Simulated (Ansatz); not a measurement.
# 1T-SiO2 monolayer in a perpendicular field, part 2 of 3

Aim: how the 1T-SiO2 monolayer screens a field along its normal, and what the field does to its bands. A positive field points along +c.

Ansatz 0.2.0; plane-wave DFT, PBE-D4, Ansatz PAW.

So far. Step 2 (Relaxation): The lattice constant a goes from 2.422 to 2.686 Å.

## 3. Atoms held, field 0

A sawtooth potential applies the field, turning back in the middle of the vacuum. With the dipole correction the typed value is the field outside the slab. The induced dipole is small, so the SCF threshold is tight.

The cell differs from the one that the last finished run ended in (c 27.518 → 19.835 Å).

Contents of input.yaml:

```yaml
crystal:
  lattice:
    - [2.6861274031, 0.0, 0.0]
    - [-1.3430637016, 2.3262545689, 0.0]
    - [0.0, 0.0, 19.835069394]
  atoms:
    - { symbol: O, position: [0.6666666667, 0.3333333333, 0.4537417955] }
    - { symbol: Si, position: [0.0, 0.0, 0.5] }
    - { symbol: O, position: [0.3333333333, 0.6666666667, 0.5462582045] }
kpoints:
  mp_grid: { grid: [24, 24, 1] }
  band_path:
    path: [[0, 0, 0], [0.5, 0, 0], [0.33333333, 0.33333333, 0], [0, 0, 0]]
    npoints: 16
hamiltonian:
  xc: pbe
  dispersion: d4
scf:
  occupations: { method: fermi_dirac, width: 0.05 }
  convergence: { dr2_threshold: 1.0e-10 }
efield:
  axis: 3
  dipole_correction: true
  ramp_position: 0.97
  ramp_width: 0.06
  amplitude: 0
output:
  dos: { projected: true, e_range: [-6, 5] }
  bader: true
  write_potential: true
  write_density: true
  volumetric_format: npy
  elf: true
```

Started as:

```bash
ansatz run input.yaml --threads 2 --pin off --max-ram 3072MiB --backend cpu --events-out ev --progress --plain --runs-dir out
```

Numbers of over 12 decimals in the logs are rounded to 6 here.

What it wrote:

```text
[...]
Crystal: 3 atoms, lattice volume = 123.942 Å³
Basis set: ecut = 420 eV, 2485 PW (Γ)
Bands: 12, of which v1, the nominal top of the filled ones, is band 8 counted from 1 (7 counted from 0)
Symmetry: 6 space group operations
k-points: 61 of 576 (time reversal used)
[...]
SCF iter   1: F=—  HF=-1773.631792 eV  |F-HF|=—  |Δ(HF+E_count)|=         —  Δρ=1.80e-3  dr2=3.91e-3  ethr=1.77e-3  p=0.000 e·Å  D=8.90e-14 V/Å  ΔV_dip=-0.00 eV  dr2_dipole=9.30e-10  V_vac-E_F(+/−)=5.40/5.40 eV  ⟨swp⟩=11.4  Hψ=7630  notcnv=0
efield: sawtooth ramp at fractional position 0.9700 (set: `efield.ramp_position`, or a place that a band, a saddle search or an elastic batch's reference lends), width 0.0600; the density the first Hamiltonian is built on has a dipole p = 0.000 e·Å; the dipole correction subtracts the counter field D = 8.90e-14 V/Å, which shifts the + side's vacuum level by -0.00 eV against the − side's; the planar-averaged density in the ramp window peaks in size at 7.9e-6 e/Å³
[...]
SCF iter   2: F=—  HF=-1773.631464 eV  |F-HF|=—  |Δ(HF+E_count)|=   3.28e-4  Δρ=7.67e-4  dr2=2.79e-4  ethr=2.44e-5  p=0.000 e·Å  D=2.61e-5 V/Å  ΔV_dip=-0.00 eV  dr2_dipole=3.58e-9  V_vac-E_F(+/−)=5.52/5.52 eV  ⟨swp⟩=2.9  Hψ=2140  notcnv=0
[...]
SCF iter   8: F=-1773.632038 eV  HF=-1773.632038 eV  |F-HF|=7.84e-11  |Δ(HF+E_count)|=  4.76e-10  Δρ=3.12e-7  dr2=3.75e-11  ethr=1.00e-12  p=-0.000 e·Å  D=-1.31e-7 V/Å  ΔV_dip=0.00 eV  dr2_dipole=7.45e-14  V_vac-E_F(+/−)=5.52/5.52 eV  ⟨swp⟩=8.9  Hψ=3915  notcnv=0
SCF 1 converged in 8 iterations: F = -1773.632038 eV  dr2 = 3.75e-11
[...]
NSCF: frozen V_eff on 49 k-points
efield: sawtooth ramp at fractional position 0.9700 (kept from the solve that this one continues, or follows in the run), width 0.0600; the density the first Hamiltonian is built on has a dipole p = -0.000 e·Å; the dipole correction subtracts the counter field D = -1.31e-7 V/Å, which shifts the + side's vacuum level by +0.00 eV against the − side's; the planar-averaged density in the ramp window peaks in size at 5.7e-6 e/Å³
[...]
SCF converged after 8 iterations
Free energy (F): -1773.632038 eV
[...]
Internal energy: -1773.632038 eV  (E = F + TS)
E sigma→0 (E₀):  -1773.632038 eV
Fermi energy:    -2.122333 eV
Dipole field:    D = 0.000000 V/Å  (p = 0.000000 e·Å, saw-weighted, corrected)
Work function:   Φ+ = 5.5226 eV   Φ− = 5.5224 eV
Levels:          The Fermi level and band energies are counted from a zero that moves with the ramp; work functions are not
[...]
--- Band table (eV; the first three rows and the last of 61) ---
  k-point 0: bands = [... 4 lower, -7.4930, -6.4267, -6.4267, -6.1730, 1.1505, 2.8837, 3.2039, 3.2537]
  k-point 1: bands = [... 4 lower, -7.5410, -6.5290, -6.4204, -6.0842, 1.2651, 2.9537, 3.2524, 3.3262]
  k-point 2: bands = [... 4 lower, -7.6723, -6.8169, -6.4106, -5.9142, 1.5789, 3.1315, 3.3964, 3.5554]
  k-point 60: bands = [... 4 lower, -11.1143, -9.5062, -6.2043, -6.2043, 5.1260, 8.4655, 8.4655, 8.4693]
--- Bader charges: 3 sites ---
  site symbol  charge [e]  shift [e]
     0      O     -1.6193     0.0059
     1     Si      3.2387     0.0117
     2      O     -1.6193     0.0059
  estimated error of the sums over rays = 5.3e-4 e
```

It took 18 s on 2 threads of Intel Xeon 6975P-C (Granite Rapids), shared host; peak memory 0.48 GiB.

The column dr2 measures how far the density is from self-consistency, as an energy; F and HF (Harris–Foulkes) agree once it is small.

This step gave:

```
gap on the k-mesh                  : 6.747 eV
dipole along the normal            : 2.30e-7 e·Å
gap along the path                 : 6.743 eV
smallest direct gap along the path : 7.323 eV
ionisation energy, upper face      : 8.993 eV
electron affinity, upper face      : 2.250 eV
gap, the smaller of path and mesh  : 6.743 eV
```

Running mean over a fixed 2.8 Å (it still follows the layers) of the planar mean; the ramp of the sawtooth is left out. Table of electron's electrostatic potential energy less the Fermi level by z:

| z (Å) | electron's electrostatic potential energy less the Fermi level (eV) |
| --- | --- |
| 3.0 | 5.52 |
| 3.5 | 5.52 |
| 4.0 | 5.52 |
| 4.5 | 5.52 |
| 5.0 | 5.52 |
| 5.5 | 5.52 |
| 6.0 | 5.51 |
| 6.5 | 5.47 |
| 7.0 | 5.17 |
| 7.5 | 3.39 |
| 8.0 | -0.0363 |
| 8.5 | -4.35 |
| 9.0 | -8.70 |
| 9.5 | -12.1 |
| 10.0 | -13.4 |
| 10.5 | -11.1 |
| 11.0 | -7.33 |
| 11.5 | -2.86 |
| 12.0 | 1.22 |
| 12.5 | 4.21 |
| 13.0 | 5.34 |
| 13.5 | 5.49 |
| 14.0 | 5.52 |
| 14.5 | 5.52 |
| 15.0 | 5.52 |
| 15.5 | 5.52 |
| 16.0 | 5.52 |
| 16.5 | 5.52 |

The density of states has structure finer than the step of the table below, so its rows give means over 0.25 eV, whole bins alone (the curve runs from -6 to 5 eV). Peaks (eV: height): -5.700: 3.70, -4.730: 7.60, -3.520: 8.57.

Density of states against energy, zero at the Fermi level of the run, which the smearing sets inside the gap; means over each step:

energy (eV), density of states (states/eV a cell) and a bar:
```
    -5.75       2.49 #####################
    -5.50       1.94 #################
    -5.25       1.32 ###########
    -5.00       1.48 #############
    -4.75       3.52 ##############################
    -4.50       2.43 #####################
    -4.25       1.36 ############
    -4.00       1.86 ################
    -3.75       2.64 #######################
    -3.50       3.19 ###########################
    -3.25       0.00 
    -3.00       0.00 
    -2.75       0.00 
    -2.50       0.00 
    -2.25       0.00 
    -2.00       0.00 
    -1.75       0.00 
    -1.50       0.00 
    -1.25       0.00 
    -1.00       0.00 
    -0.75       0.00 
    -0.50       0.00 
    -0.25       0.00 
     0.00       0.00 
     0.25       0.00 
     0.50       0.00 
     0.75       0.00 
     1.00       0.00 
     1.25       0.00 
     1.50       0.00 
     1.75       0.00 
     2.00       0.00 
     2.25       0.00 
     2.50       0.00 
     2.75       0.00 
     3.00       0.00 
     3.25       0.03 
     3.50       0.12 #
     3.75       0.13 #
     4.00       0.15 #
     4.25       0.16 #
     4.50       0.18 ##
     4.75       0.53 #####
```

Projected DOS per atom over height of the atomic layer and energy from the Fermi level. Layers: O Si O from below.

Values in states/eV, 22 rows by 3 columns, each cell a mean:
```
0.07 0.22 0.07
0.03 0.08 0.03
0.02 0.06 0.02
0.01 0.02 0.01
0.00 0.00 0.00
0.00 0.00 0.00
0.00 0.00 0.00
0.00 0.00 0.00
0.00 0.00 0.00
0.00 0.00 0.00
0.00 0.00 0.00
0.00 0.00 0.00
0.00 0.00 0.00
0.00 0.00 0.00
0.00 0.00 0.00
0.00 0.00 0.00
0.21 0.00 0.21
1.53 0.02 1.53
0.78 0.04 0.78
1.33 0.04 1.33
0.66 0.05 0.66
0.99 0.14 0.99
```
Columns: height of the atomic layer (Å) from 9 to 10.8; rows upwards: energy from the Fermi level (eV) from -5.96 to 4.93.

The electronic bands at the labelled points (eV, zero at the Fermi level of the run, which the smearing sets inside the gap):

| point | band 5 | band 6 | band 7 | band 8 | band 9 | band 10 | band 11 | band 12 |
| --- | --- | --- | --- | --- | --- | --- | --- | --- |
| Γ | -5.37 | -4.30 | -4.30 | -4.05 | 3.27 | 5.01 | 5.33 | 5.38 |
| halfway | -6.41 | -6.03 | -4.43 | -3.53 | 5.43 | 6.20 | 6.78 | 7.24 |
| M | -7.14 | -5.11 | -4.74 | -4.28 | 4.70 | 7.07 | 9.27 | 11.17 |
| halfway | -8.32 | -6.19 | -4.50 | -3.97 | 6.09 | 8.40 | 9.76 | 11.32 |
| K | -8.99 | -7.38 | -4.08 | -4.08 | 7.25 | 10.59 | 10.59 | 10.59 |
| halfway | -7.21 | -5.30 | -5.18 | -3.48 | 6.11 | 7.04 | 7.13 | 7.92 |
| Γ | -5.37 | -4.30 | -4.30 | -4.05 | 3.27 | 5.01 | 5.33 | 5.38 |

The electronic bands as a text plot (rows in eV, shown from -11.4 to 5.4 only):

```
    5.0 |++++   +++  +++++++++++++                     +++   ++++
    4.3 |    +++                                          ++
    3.6 | +++                                               ++++
    2.9 |+                                                      +
    2.2 |
    1.5 |
    0.8 |
    0.1 |
   -0.6 |
   -1.3 |
   -2.0 |
   -2.7 |
   -3.4 |    *********                         **************
   -4.1 |***********  *************************             *****
   -4.8 |  ****     *****************        ******   *********
   -5.5 |********     *******  ***               ********   *****
   -6.2 |   *  *******            ***          **         *****
   -6.9 |    ***    ***********      **     ***     ********
   -7.6 |   *******            ***     *****    ****     ****
   -8.3 |***    ******            ***       ****      ***    ****
   -9.0 |          *  ****         **********      ***
   -9.7 |           **    *********          *******
  -10.4 |             **                       **
  -11.1 |               ***********************
         Γ                   M           K                      Γ
```

Electrostatic potential energy in the ca plane at fractional y = 0.000, with atoms of Si within 0.2 Å of it. With pseudopotentials it is smooth inside the atoms' cores, unlike the true potential.

Ten even steps from '0' (-43 eV) to '9' (3 eV), each cell a mean:
```
99999999999999999999840002799999999999999999
99999999999999999999862115899999999999999999
99999999999999999999876567899999999999999999
99999999999999999999887778899999999999999999
99999999999999999999887777899999999999999999
99999999999999999999874336899999999999999999
99999999999999999999850004799999999999999999
99999999999999999999730001789999999999999999
```
Columns run along c (16.0 Å, from fractional 0.07 to 0.88 of the cell; values clipped at the 3rd and 97th percentile), rows up along a (2.7 Å). Atoms in or near the plane, at fractional coordinates: Si at (0.50, 0.00).

ELF in the ca plane at fractional y = 0.000, with atoms of Si within 0.2 Å of it. It is the smooth field of the valence electrons, not physical close to the nuclei.

Values, 5 rows by 16 columns, each cell a mean:
```
0.00 0.00 0.00 0.00 0.00 0.00 0.02 0.23 0.19 0.26 0.04 0.00 0.00 0.00 0.00 0.00
0.00 0.00 0.00 0.00 0.00 0.01 0.16 0.56 0.37 0.59 0.24 0.01 0.00 0.00 0.00 0.00
0.00 0.00 0.00 0.00 0.00 0.01 0.26 0.66 0.34 0.64 0.36 0.02 0.00 0.00 0.00 0.00
0.00 0.00 0.00 0.00 0.00 0.00 0.10 0.46 0.34 0.50 0.15 0.01 0.00 0.00 0.00 0.00
0.00 0.00 0.00 0.00 0.00 0.00 0.01 0.15 0.16 0.17 0.02 0.00 0.00 0.00 0.00 0.00
```
Columns run along c (16.0 Å, from fractional 0.07 to 0.88 of the cell), rows up along a (2.7 Å). Atoms in or near the plane, at fractional coordinates: Si at (0.50, 0.00).

Valence density in the ca plane at fractional y = 0.000, with atoms of Si within 0.2 Å of it. It is the smooth field of the valence electrons, not physical close to the nuclei.

Values in e/Å³, 5 rows by 16 columns, each cell a mean:
```
0.00 0.00 0.00 0.00 0.00 0.00 0.02 0.22 0.25 0.26 0.04 0.00 0.00 0.00 0.00 0.00
0.00 0.00 0.00 0.00 0.00 0.00 0.04 0.44 0.47 0.51 0.08 0.00 0.00 0.00 0.00 0.00
0.00 0.00 0.00 0.00 0.00 0.00 0.06 0.57 0.48 0.63 0.10 0.00 0.00 0.00 0.00 0.00
0.00 0.00 0.00 0.00 0.00 0.00 0.03 0.35 0.42 0.41 0.06 0.00 0.00 0.00 0.00 0.00
0.00 0.00 0.00 0.00 0.00 0.00 0.02 0.18 0.16 0.21 0.03 0.00 0.00 0.00 0.00 0.00
```
Columns run along c (16.0 Å, from fractional 0.07 to 0.88 of the cell), rows up along a (2.7 Å). Atoms in or near the plane, at fractional coordinates: Si at (0.50, 0.00).

The gap is 6.74 eV, with the valence edge 8.99 eV and the conduction edge 2.25 eV under the upper vacuum level.

## 4. Atoms held, field 0.05 V/Å

Edit input.yaml of step 3 so:

```diff
@@ -25,6 +25,4 @@
   ramp_width: 0.06
-  amplitude: 0
+  amplitude: 0.05
 output:
-  dos: { projected: true, e_range: [-6, 5] }
-  bader: true
   write_potential: true
@@ -32,2 +30 @@
   volumetric_format: npy
-  elf: true
```

What it wrote:

```text
[...]
Crystal: 3 atoms, lattice volume = 123.942 Å³
Basis set: ecut = 420 eV, 2485 PW (Γ)
Bands: 12, of which v1, the nominal top of the filled ones, is band 8 counted from 1 (7 counted from 0)
Symmetry: 6 space group operations
k-points: 61 of 576 (time reversal used)
[...]
--- Band table (eV; the first three rows and the last of 61) ---
  k-point 0: bands = [... 4 lower, -7.4932, -6.4267, -6.4267, -6.1730, 1.1497, 2.8646, 3.0969, 3.3548]
  k-point 1: bands = [... 4 lower, -7.5411, -6.5290, -6.4204, -6.0842, 1.2643, 2.9288, 3.1642, 3.4146]
  k-point 2: bands = [... 4 lower, -7.6724, -6.8169, -6.4106, -5.9143, 1.5778, 3.0934, 3.3557, 3.6098]
  k-point 60: bands = [... 4 lower, -11.1103, -9.5063, -6.2116, -6.1971, 5.1259, 8.4650, 8.4658, 8.4677]
[key lines of the parts left out:]
SCF converged after 11 iterations
Free energy (F): -1773.632156 eV
Fermi energy:    -2.122748 eV
Dipole field:    D = 0.006869 V/Å  (p = 0.004705 e·Å, saw-weighted, corrected)
```

Elapsed: 7 s, on 2 threads; peak memory 0.46 GiB.

The dipole is 0.00470 e·Å, and the gap 6.742 eV.

## 5. Atoms held, field -0.05 V/Å

Edit input.yaml of step 4 so:

```diff
@@ -25,3 +25,3 @@
   ramp_width: 0.06
-  amplitude: 0.05
+  amplitude: -0.05
 output:
```

What it wrote:

```text
[...]
Crystal: 3 atoms, lattice volume = 123.942 Å³
Basis set: ecut = 420 eV, 2485 PW (Γ)
Bands: 12, of which v1, the nominal top of the filled ones, is band 8 counted from 1 (7 counted from 0)
Symmetry: 6 space group operations
k-points: 61 of 576 (time reversal used)
[...]
--- Band table (eV; the first three rows and the last of 61) ---
  k-point 0: bands = [... 4 lower, -7.4932, -6.4267, -6.4267, -6.1730, 1.1497, 2.8646, 3.0969, 3.3548]
  k-point 1: bands = [... 4 lower, -7.5411, -6.5290, -6.4204, -6.0842, 1.2643, 2.9288, 3.1642, 3.4146]
  k-point 2: bands = [... 4 lower, -7.6724, -6.8169, -6.4106, -5.9143, 1.5778, 3.0934, 3.3557, 3.6098]
  k-point 60: bands = [... 4 lower, -11.1103, -9.5063, -6.2116, -6.1971, 5.1259, 8.4650, 8.4658, 8.4677]
[key lines of the parts left out:]
SCF converged after 11 iterations
Free energy (F): -1773.632156 eV
Fermi energy:    -2.122748 eV
Dipole field:    D = -0.006868 V/Å  (p = -0.004705 e·Å, saw-weighted, corrected)
```

Run time: 7.3 s. Hardware: 2 threads; peak memory 0.46 GiB; 14 s of CPU time.

The dipole is -0.00470 e·Å, and the gap 6.742 eV.

## 6. Atoms held, field 0.1 V/Å

Edit input.yaml of step 5 so:

```diff
@@ -25,3 +25,3 @@
   ramp_width: 0.06
-  amplitude: -0.05
+  amplitude: 0.1
 output:
```

What it wrote:

```text
[...]
Crystal: 3 atoms, lattice volume = 123.942 Å³
Basis set: ecut = 420 eV, 2485 PW (Γ)
Bands: 12, of which v1, the nominal top of the filled ones, is band 8 counted from 1 (7 counted from 0)
Symmetry: 6 space group operations
k-points: 61 of 576 (time reversal used)
[...]
--- Band table (eV; the first three rows and the last of 61) ---
  k-point 0: bands = [... 4 lower, -7.4936, -6.4267, -6.4267, -6.1731, 1.1473, 2.7856, 3.0103, 3.4444]
  k-point 1: bands = [... 4 lower, -7.5415, -6.5290, -6.4204, -6.0843, 1.2617, 2.8381, 3.0923, 3.5014]
  k-point 2: bands = [... 4 lower, -7.6728, -6.8169, -6.4106, -5.9143, 1.5746, 2.9856, 3.3151, 3.6840]
  k-point 60: bands = [... 4 lower, -11.1064, -9.5064, -6.2189, -6.1900, 5.1257, 8.4629, 8.4642, 8.4659]
[key lines of the parts left out:]
SCF converged after 11 iterations
Free energy (F): -1773.632509 eV
Fermi energy:    -2.124003 eV
Dipole field:    D = 0.013736 V/Å  (p = 0.009409 e·Å, saw-weighted, corrected)
```

Wall time 7.8 s (2 threads); peak memory 0.45 GiB.

The dipole is 0.00941 e·Å, and the gap 6.740 eV.

## 7. Atoms held, field 0.2 V/Å

Edit input.yaml of step 6 so:

```diff
@@ -25,3 +25,3 @@
   ramp_width: 0.06
-  amplitude: 0.1
+  amplitude: 0.2
 output:
```

What it wrote:

```text
[...]
Crystal: 3 atoms, lattice volume = 123.942 Å³
Basis set: ecut = 420 eV, 2485 PW (Γ)
Bands: 12, of which v1, the nominal top of the filled ones, is band 8 counted from 1 (7 counted from 0)
Symmetry: 6 space group operations
k-points: 61 of 576 (time reversal used)
[...]
--- Band table (eV; the first three rows and the last of 61) ---
  k-point 0: bands = [... 4 lower, -7.4952, -6.4264, -6.4264, -6.1734, 1.1373, 2.4447, 2.9483, 3.3408]
  k-point 1: bands = [... 4 lower, -7.5431, -6.5289, -6.4202, -6.0846, 1.2508, 2.4937, 3.0315, 3.4002]
  k-point 2: bands = [... 4 lower, -7.6743, -6.8169, -6.4105, -5.9147, 1.5606, 2.6403, 3.2462, 3.5904]
  k-point 60: bands = [... 4 lower, -11.0992, -9.5068, -6.2338, -6.1761, 5.1249, 8.4447, 8.4620, 8.4653]
[key lines of the parts left out:]
SCF converged after 12 iterations
Free energy (F): -1773.633920 eV
Fermi energy:    -2.129318 eV
Dipole field:    D = 0.027475 V/Å  (p = 0.018819 e·Å, saw-weighted, corrected)
```

Wall time 7.4 s (2 threads); peak memory 0.46 GiB.

The dipole is 0.0188 e·Å, and the gap 6.730 eV.

## 8. Single point, field 0.3 V/Å

Edit input.yaml of step 7 so:

```diff
@@ -25,4 +25,6 @@
   ramp_width: 0.06
-  amplitude: 0.2
+  amplitude: 0.3
 output:
+  dos: { projected: true, e_range: [-6, 5] }
+  bader: true
   write_potential: true
@@ -30 +32,2 @@
   volumetric_format: npy
+  elf: true
```

What it wrote:

```text
[...]
Crystal: 3 atoms, lattice volume = 123.942 Å³
Basis set: ecut = 420 eV, 2485 PW (Γ)
Bands: 12, of which v1, the nominal top of the filled ones, is band 8 counted from 1 (7 counted from 0)
Symmetry: 6 space group operations
k-points: 61 of 576 (time reversal used)
[...]
k-point 2: bands = [... 4 lower, -7.6767, -6.8168, -6.4104, -5.9154, 1.5314, 2.2214, 3.1068, 3.4489]
  k-point 60: bands = [... 4 lower, -11.0925, -9.5075, -6.2491, -6.1625, 5.1235, 8.4174, 8.4588, 8.4636]
--- Bader charges: 3 sites ---
  site symbol  charge [e]  shift [e]
     0      O     -1.6237     0.0058
     1     Si      3.2386     0.0117
     2      O     -1.6150     0.0059
  estimated error of the sums over rays = 5.9e-4 e
[key lines of the parts left out:]
SCF converged after 11 iterations
Free energy (F): -1773.636273 eV
Fermi energy:    -2.139714 eV
Dipole field:    D = 0.041217 V/Å  (p = 0.028231 e·Å, saw-weighted, corrected)
```

It took 18 s on 2 threads; peak memory 0.47 GiB; 36 s of CPU time.

The dipole is 0.0282 e·Å, and the gap 6.711 eV.

(Continued in part 3 of 3.)

[Logs are printed without paths, hosts, clocks, repeated set-up lines and the standing remarks that a program may print on its own settings, such as how far it seeks lower states.]

[Hosts, paths, dates, database ids (printed as entryN), source tags and the programs' standing remarks are cut or masked in the printed files.]

[Maps of the electrostatic potential energy from Ansatz leave out the sawtooth potential of an applied field or a dipole correction, so their vacuum need not be flat; planar profiles and work functions include it.]
